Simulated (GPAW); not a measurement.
# Ta2N(OH)2 MXene monolayer: work function by functional and basis

Aim: the work function of both faces of Ta2N(OH)2 MXene monolayer, and its spread over functionals and bases.

Method: GPAW, PAW setups; layer in a repeated cell with vacuum, relaxation of atoms and in-plane cell, in the first sound run; inputs show where later runs differ, in GPAW 26.7.0.

This is a report of a sequence of runs, with most program output left out.

## 1. Starting point

The cell holds 7 atoms: 2 H, 2 O, 2 Ta and 1 N. Its edges and angles: a = 3.155 Å, b = 3.155 Å, c = 22.882 Å, α = 90.0°, β = 90.0°, γ = 120.0°. Vacuum lies along c.

## 2. Relaxing the atoms

Forces are removed first; all later runs use this geometry.

Contents of run.py:

```python
import json
import numpy as np
from ase import Atoms
from ase.filters import FrechetCellFilter
from ase.optimize import BFGS
from gpaw import GPAW, PW

slab = Atoms(
    ['H', 'O', 'Ta', 'N', 'Ta', 'O', 'H'],
    positions=[
        [-0.00000, 1.82130, 8.00000],
        [-0.00000, 1.82130, 8.98000],
        [1.57729, 0.91065, 10.19613],
        [0.00000, 0.00000, 11.44084],
        [-0.00000, 1.82130, 12.68556],
        [1.57729, 0.91065, 13.90169],
        [1.57729, 0.91065, 14.88169]],
    cell=[[3.15458, 0.0, 0.0], [-1.57729, 2.73195, 0.0], [0.0, 0.0, 22.8817]],
    pbc=[True, True, True])

slab.calc = GPAW(mode=PW(600), xc='PBE', kpts={'size': (12, 12, 1), 'gamma': True},
                 occupations={'name': 'fermi-dirac', 'width': 0.05}, nbands='160%',
                 convergence={'density': 1e-05}, maxiter=200,
                 symmetry={'tolerance': 1e-3}, txt='slab.txt')
result = {}
# The in-plane cell is free; stress needs a cell that repeats along all three vectors
path = []
opt = BFGS(FrechetCellFilter(slab, mask=[1, 1, 0, 0, 0, 1]), maxstep=0.2)
opt.attach(lambda: path.append((slab.get_potential_energy(), slab.positions.tolist(), slab.get_forces().tolist())))
result['relaxed'] = bool(opt.run(fmax=0.02, steps=45))
result['path'] = path
result['cell'] = slab.cell.tolist()
print('in-plane lattice', slab.cell.cellpar().round(4)[[0, 1, 5]])
energy = slab.get_potential_energy()
fermi = slab.calc.get_fermi_level()
v = slab.calc.get_electrostatic_potential().mean((0, 1)) - fermi
n = slab.calc.get_pseudo_density().mean((0, 1))
L = slab.cell[2, 2]
z = np.arange(len(v)) * L / len(v)
low, high = slab.positions[:, 2].min(), slab.positions[:, 2].max()
below, above = np.interp([low - 5.8, high + 5.8], z, v)
slopes = [np.interp(x, z, np.gradient(v, z)) for x in (low - 5.8, high + 5.8)]
eps = np.array([[slab.calc.get_eigenvalues(k, s) for k in range(len(slab.calc.get_ibz_k_points()))]
                for s in range(slab.calc.get_number_of_spins())]) - fermi
top, bottom = eps[eps < 0].max(), eps[eps > 0].min()
dipole = slab.get_dipole_moment()[2]
print(f'energy {energy:.4f} eV, Fermi level {fermi:.4f} eV, dipole {dipole:.5f} e A')
print(f'potential 5.8 A off the faces, from the Fermi level: lower {below:.4f} eV, upper {above:.4f} eV')
print(f'slope of the potential there: lower {slopes[0]:.5f}, upper {slopes[1]:.5f} eV/A')
print(f'nearest levels on the mesh: {top:.4f} and {bottom:.4f} eV')
print('magnetic moment', round(slab.get_magnetic_moment(), 3))
result.update(energy=energy, fermi=fermi, dipole=dipole, below=below, above=above, slopes=slopes, edges=[top, bottom],
              z=z.tolist(), v=v.tolist(), n=n.tolist(), positions=slab.positions.tolist(),
              forces=slab.get_forces(apply_constraint=False).tolist(), moments=slab.get_magnetic_moments().tolist())
json.dump(result, open('result.json', 'w'))
```

Run with:

```console
> OMP_NUM_THREADS=1 OPENBLAS_NUM_THREADS=1 python run.py
```

It took 21 min on 1 thread of Arm Neoverse V1, shared host; peak memory 0.68 GiB.

Numbers from this step:

```yaml
dipole_along_the_normal: -2.22e-4 e·Å
levels_nearest_the_fermi_level_on_the_mesh: -0.04446, 0.07466 eV from the Fermi level
```

Table of electrostatic potential energy of an electron (without an applied field's), less the Fermi level, planar mean by z:

```
z (Å)  electrostatic potential energy of an electron (without an applied field's), less the Fermi level, planar mean (eV)
  0.0                                                                                                                2.84
  0.5                                                                                                                2.84
  1.0                                                                                                                2.84
  1.5                                                                                                                2.84
  2.0                                                                                                                2.84
  2.5                                                                                                                2.84
  3.0                                                                                                                2.84
  3.5                                                                                                                2.83
  4.0                                                                                                                2.83
  4.5                                                                                                                2.82
  5.0                                                                                                                2.79
  5.5                                                                                                                2.73
  6.0                                                                                                                2.60
  6.5                                                                                                                2.34
  7.0                                                                                                                1.84
  7.5                                                                                                               0.853
  8.0                                                                                                               -1.30
  8.5                                                                                                               -1.09
  9.0                                                                                                               -10.3
  9.5                                                                                                               -7.71
 10.0                                                                                                               -17.5
 10.5                                                                                                               -23.5
 11.0                                                                                                               -13.7
 11.5                                                                                                               -16.4
 12.0                                                                                                               -15.5
 12.5                                                                                                               -24.2
 13.0                                                                                                               -14.1
 13.5                                                                                                               -8.13
 14.0                                                                                                               -7.73
 14.5                                                                                                              -0.739
 15.0                                                                                                              -0.729
 15.5                                                                                                                1.16
 16.0                                                                                                                1.99
 16.5                                                                                                                2.42
 17.0                                                                                                                2.64
 17.5                                                                                                                2.75
 18.0                                                                                                                2.80
 18.5                                                                                                                2.82
 19.0                                                                                                                2.83
 19.5                                                                                                                2.84
 20.0                                                                                                                2.84
 20.5                                                                                                                2.84
 21.0                                                                                                                2.84
 21.5                                                                                                                2.84
 22.0                                                                                                                2.84
 22.5                                                                                                                2.84
```

The pseudo valence density, planar mean oscillates, so the rows of the table below give means over windows of 1.19 Å about each position, cut where the curve ends. Its maxima inside the range that stand out by 2 % of the span (Å: e/Å³): 9.2: 0.854, 10.3: 1.33, 11.4: 0.832, 12.5: 1.33, 13.7: 0.854. Its minima: 9.7: 0.500, 11.0: 0.777, 11.9: 0.777, 13.2: 0.500.

The pseudo valence density, planar mean by z; means over each step:

```
z (Å)  pseudo valence density, planar mean (e/Å³)
 2.97                                      3.2e-5
 4.17                                      2.2e-4
 5.35                                     0.00130
 6.54                                     0.00609
 7.73                                      0.0779
 8.93                                       0.591
10.12                                       0.925
11.30                                       0.827
12.49                                        1.00
13.69                                       0.646
14.88                                       0.141
16.06                                     0.00928
17.25                                     0.00188
18.44                                      3.4e-4
19.63                                      5.1e-5
```

The relaxation lowered the energy of the cell by 0.704 eV (energies extrapolated to zero smearing; the optimiser's log prints free energies). The largest force left on a free atom is 0.012 eV/Å.

## 3. The slab's potential

With the geometry fixed, the planar mean of the potential gives the vacuum level on each side.

This step: GPAW, PAW setups; slab in vacuum (GPAW 26.7.0).

The cell differs from the one that the last finished run ended in (c 22.882 → 22.720 Å).

Contents of run.py:

```python
import json
import numpy as np
from ase import Atoms
from gpaw import GPAW, PW

slab = Atoms(
    ['H', 'O', 'Ta', 'N', 'Ta', 'O', 'H'],
    positions=[
        [0.00000, 1.85495, 8.00000],
        [-0.00000, 1.85495, 8.98729],
        [1.60643, 0.92747, 10.29964],
        [0.00000, 0.00000, 11.36012],
        [-0.00000, 1.85495, 12.42061],
        [1.60643, 0.92747, 13.73297],
        [1.60643, 0.92747, 14.72026]],
    cell=[[3.21286, 0.0, 0.0], [-1.60643, 2.78242, 0.0], [0.0, 0.0, 22.7203]],
    pbc=[True, True, False])

slab.calc = GPAW(mode=PW(500), xc='PBE', kpts={'size': (12, 12, 1), 'gamma': True},
                 occupations={'name': 'fermi-dirac', 'width': 0.05}, nbands='160%',
                 convergence={'density': 1e-05}, maxiter=200,
                 poissonsolver={'dipolelayer': 'xy'},
                 symmetry={'tolerance': 1e-3}, txt='slab.txt')
result = {}
energy = slab.get_potential_energy()
fermi = slab.calc.get_fermi_level()
v = slab.calc.get_electrostatic_potential().mean((0, 1)) - fermi
n = slab.calc.get_pseudo_density().mean((0, 1))
L = slab.cell[2, 2]
z = np.arange(len(v)) * L / len(v)
low, high = slab.positions[:, 2].min(), slab.positions[:, 2].max()
below, above = np.interp([low - 5.8, high + 5.8], z, v)
slopes = [np.interp(x, z, np.gradient(v, z)) for x in (low - 5.8, high + 5.8)]
eps = np.array([[slab.calc.get_eigenvalues(k, s) for k in range(len(slab.calc.get_ibz_k_points()))]
                for s in range(slab.calc.get_number_of_spins())]) - fermi
top, bottom = eps[eps < 0].max(), eps[eps > 0].min()
dipole = slab.get_dipole_moment()[2]
print(f'energy {energy:.4f} eV, Fermi level {fermi:.4f} eV, dipole {dipole:.5f} e A')
print(f'potential 5.8 A off the faces, from the Fermi level: lower {below:.4f} eV, upper {above:.4f} eV')
print(f'slope of the potential there: lower {slopes[0]:.5f}, upper {slopes[1]:.5f} eV/A')
print(f'nearest levels on the mesh: {top:.4f} and {bottom:.4f} eV')
print('magnetic moment', round(slab.get_magnetic_moment(), 3))
result.update(energy=energy, fermi=fermi, dipole=dipole, below=below, above=above, slopes=slopes, edges=[top, bottom],
              z=z.tolist(), v=v.tolist(), n=n.tolist(), positions=slab.positions.tolist(),
              forces=slab.get_forces(apply_constraint=False).tolist(), moments=slab.get_magnetic_moments().tolist())
json.dump(result, open('result.json', 'w'))
```

The job ended after 1.8 min (1 thread; peak memory 0.28 GiB).

This step gave:

- dipole along the normal: -7.99e-4 e·Å
- levels nearest the Fermi level on the mesh: -0.04452, 0.07605 eV from the Fermi level
- upper work function: 2.856 eV
- lower work function: 2.841 eV

The electrostatic potential energy of an electron (without an applied field's), less the Fermi level, planar mean oscillates, so the rows of the table below give means over windows of 1.61 Å about each position, cut where the curve ends. Its maxima inside the range that stand out by 2 % of the span (Å: eV): 8.3: -0.754, 9.4: -7.69, 11.0: -13.3, 11.7: -13.3, 13.3: -7.68, 14.4: -0.739. Its minima: 8.0: -1.46, 9.0: -11.1, 10.3: -24.3, 11.4: -16.8, 12.4: -24.2, 13.7: -11.1, 14.7: -1.44.

Electrostatic potential energy of an electron (without an applied field's), less the Fermi level, planar mean against z; means over each step:

z (Å), electrostatic potential energy of an electron (without an applied field's), less the Fermi level, planar mean (eV) and a bar from the least value:
```
     0.81        2.8 ##############################
     2.42        2.8 ##############################
     4.02        2.8 ##############################
     5.63        2.6 ##############################
     7.24        0.9 ###########################
     8.85       -6.1 #################
    10.46      -18.0 #
    12.07      -18.4 
    13.68       -7.4 ################
    15.29        0.5 ###########################
    16.90        2.6 ##############################
    18.51        2.8 ##############################
    20.12        2.9 ##############################
    21.73        2.9 ##############################
```

The pseudo valence density, planar mean oscillates, so the rows of the table below give means over windows of 1.14 Å about each position, cut where the curve ends. Its maxima inside the range that stand out by 2 % of the span (Å: e/Å³): 9.1: 0.845, 10.2: 1.30, 11.4: 0.831, 12.5: 1.30, 13.6: 0.845. Its minima: 9.7: 0.512, 11.0: 0.783, 11.7: 0.783, 13.1: 0.512.

The pseudo valence density, planar mean by z; means over each step:

```
z (Å)  pseudo valence density, planar mean (e/Å³)
 2.85                                      3.1e-5
 3.99                                      1.9e-4
 5.13                                     0.00106
 6.27                                     0.00467
 7.41                                      0.0426
 8.55                                       0.464
 9.69                                       0.769
10.83                                       0.956
11.97                                       0.983
13.11                                       0.739
14.25                                       0.416
15.39                                      0.0349
16.53                                     0.00423
17.67                                      9.5e-4
18.81                                      1.7e-4
19.95                                      2.7e-5
```

Force by atom:

```
atom  x (eV/Å)  y (eV/Å)  z (eV/Å)   size
  H1     0.000     0.000    -0.111  0.111
  O2     0.000     0.000     0.047  0.047
 Ta3     0.000     0.000    -0.010  0.010
  N4     0.000     0.000     0.000  0.000
 Ta5     0.000     0.000     0.010  0.010
  O6     0.000     0.000    -0.047  0.047
  H7     0.000     0.000     0.111  0.111
```

The potential is flat to 0.002 eV/Å where it is read, so the vacuum is wide enough.

## 4. Self-consistent run: xc = "revPBE"

The same geometry under revPBE, to see how far the functional moves the levels against the vacuum.

run.py, as its differences from that of step 3:

```diff
@@ -18,3 +18,3 @@
 
-slab.calc = GPAW(mode=PW(500), xc='PBE', kpts={'size': (12, 12, 1), 'gamma': True},
+slab.calc = GPAW(mode=PW(500), xc='revPBE', kpts={'size': (12, 12, 1), 'gamma': True},
                  occupations={'name': 'fermi-dirac', 'width': 0.05}, nbands='160%',
```

Run time: 1.8 min. Hardware: 1 thread; peak memory 0.28 GiB.

Numbers from this step:

```yaml
levels_nearest_the_fermi_level_on_the_mesh: -0.03318, 0.06207 eV from the Fermi level
upper_work_function: 2.736 eV
lower_work_function: 2.720 eV
```

The electrostatic potential energy of an electron (without an applied field's), less the Fermi level, planar mean oscillates, so the rows of the table below give means over windows of 1.61 Å about each position, cut where the curve ends. Its maxima inside the range that stand out by 2 % of the span (Å: eV): 8.3: -0.916, 9.4: -7.82, 11.0: -13.4, 11.7: -13.4, 13.3: -7.81, 14.4: -0.901. Its minima: 8.0: -1.62, 9.0: -11.3, 10.3: -24.3, 11.4: -16.9, 12.4: -24.3, 13.7: -11.3, 14.7: -1.61.

Electrostatic potential energy of an electron (without an applied field's), less the Fermi level, planar mean against z; means over each step:

z (Å), electrostatic potential energy of an electron (without an applied field's), less the Fermi level, planar mean (eV) and a bar from the least value:
```
     0.81        2.7 ##############################
     2.42        2.7 ##############################
     4.02        2.7 ##############################
     5.63        2.5 ##############################
     7.24        0.7 ###########################
     8.85       -6.2 #################
    10.46      -18.1 #
    12.07      -18.5 
    13.68       -7.5 ################
    15.29        0.4 ###########################
    16.90        2.5 ##############################
    18.51        2.7 ##############################
    20.12        2.7 ##############################
    21.73        2.7 ##############################
```

The pseudo valence density, planar mean oscillates, so the rows of the table below give means over windows of 1.14 Å about each position, cut where the curve ends. Its maxima inside the range that stand out by 2 % of the span (Å: e/Å³): 9.1: 0.845, 10.2: 1.30, 11.4: 0.831, 12.5: 1.30, 13.6: 0.845. Its minima: 9.7: 0.512, 11.0: 0.783, 11.7: 0.783, 13.1: 0.512.

Pseudo valence density, planar mean against z; means over each step:

```
z (Å)  pseudo valence density, planar mean (e/Å³)
 2.85                                      3.8e-5
 3.99                                      2.2e-4
 5.13                                     0.00112
 6.27                                     0.00468
 7.41                                      0.0425
 8.55                                       0.464
 9.69                                       0.769
10.83                                       0.956
11.97                                       0.984
13.11                                       0.739
14.25                                       0.416
15.39                                      0.0347
16.53                                     0.00426
17.67                                     0.00101
18.81                                      1.9e-4
19.95                                      3.4e-5
```

Force by atom:

```
atom  x (eV/Å)  y (eV/Å)  z (eV/Å)   size
  H1     0.000     0.000    -0.093  0.093
  O2     0.000     0.000    -0.228  0.228
 Ta3     0.000     0.000     0.009  0.009
  N4     0.000     0.000     0.000  0.000
 Ta5     0.000     0.000    -0.009  0.009
  O6     0.000     0.000     0.228  0.228
  H7     0.000     0.000     0.093  0.093
```

The upper face's work function is 2.736 eV, against 2.856 eV in the first plane-wave PBE run at this geometry.

[end of part 1 of 2]

[Logs are printed without paths, hosts, clocks, repeated set-up lines and the standing remarks that a program may print on its own settings, such as how far it seeks lower states.]

[Hosts, paths, dates, database ids (printed as entryN), source tags and the programs' standing remarks are cut or masked in the printed files.]
